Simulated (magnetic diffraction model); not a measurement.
# TiNbFe2Sn: what an assumed order does to the neutron pattern

Space group P3m1 (no. 156), a = 4.1310 Å, c = 5.2870 Å.

| site | atom | x | y | z |
| --- | --- | --- | --- | --- |
| 1a | Sn | 0 | 0 | 0.1772 |
| 1b | Nb | 1/3 | 2/3 | 0.8185 |
| 1c | Fe | 2/3 | 1/3 | 0.5032 |
| 1a | Fe | 0 | 0 | 0.6627 |
| 1b | Ti | 1/3 | 2/3 | 0.3396 |

This is a made-up structure (elements placed in a structure type, unrelaxed), so the numbers test the method and describe no known phase.

Only Fe is taken to order (form factors of Fe2+); orders and moment sizes are assumed, and not adapted to the symmetry. Radiation: neutrons of λ = 2.52 Å, 2° to 90°; isotropic B of 0.56 Å² (Sn), 0.46 Å² (Nb), 0.61 Å² (Fe) and 0.67 Å² (Ti). Simulated constant-wavelength pattern: nuclear and magnetic terms add, the magnetic one as |2.695 fm × Σ f S⊥ exp(2πi Q·r) exp(−B s²)|², summed over all Q at one angle with the factor 1/(sin²θ cos θ). For a modulated order the moment at position r is S exp(−2πi k·r) + c.c., with S = m/2 for a sine wave of amplitude m and S = m(u + iv)/2 for moments turning in a plane, u and v being orthogonal unit vectors in it; the phase factor of the sum at Q = H + k is then exp(2πi H·r). Free-ion form factors, Sears's scattering lengths of 1992, no absorption; a label names one of the reflections at its angle. The strongest nuclear line in the range is 100, and lines under 0.2 are left out.

Assume the order k = (0 1/5 0), a sine wave with moments along [100] (amplitudes given), 1.38 μB on Fe; signs + at (2/3, 1/3, 0.5032), + at (0, 0, 0.6627).

Q: Where does magnetic intensity appear, and how strong is it?

```
2θ (°)       index  nuclear  magnetic
  8.08   (0 1/5 0)      0.0      30.4
 27.57     (0 0 1)     37.8       0.0
 28.78   (0 1/5 1)      0.0       3.2
 32.73   (0 4/5 0)      0.0       0.4
 41.24     (1 0 0)     30.3       0.0
 43.31   (0 4/5 1)      0.0       0.6
 47.31  (1 -4/5 1)      0.0       0.4
 50.33     (1 0 1)     86.2       0.0
 54.63  (1 1/5 -1)      0.0       0.3
 56.93     (0 0 2)      7.1       0.0
 57.61   (0 1/5 2)      0.0       0.2
 58.05   (0 6/5 1)      0.0       0.3
 66.75   (1 4/5 0)      0.0       0.3
 67.24   (0 4/5 2)      0.0       0.3
 70.29  (1 -1/5 2)      0.0       0.3
 72.69     (1 0 2)    100.0       0.0
 73.67   (1 4/5 1)      0.0       0.4
 75.18     (1 1 0)     87.1       0.0
 76.23   (1 1/5 2)      0.0       0.3
 81.83     (1 1 1)     36.0       0.0
 89.56     (2 0 0)      9.2       0.0
```

The strongest magnetic line in the range is (0 1/5 0) at 8.08° (30.4). On top of the Lorentz factor, which all lines share, magnetic lines fade with angle because f falls: for Fe2+ it is 0.90, 0.68, 0.45 and 0.15 at sin θ/λ = 0.1, 0.2, 0.3 and 0.5 Å⁻¹, while nuclear lengths stay constant. The order has no net moment.

[Logs are printed without paths, hosts, clocks, repeated set-up lines and the standing remarks that a program may print on its own settings, such as how far it seeks lower states.]
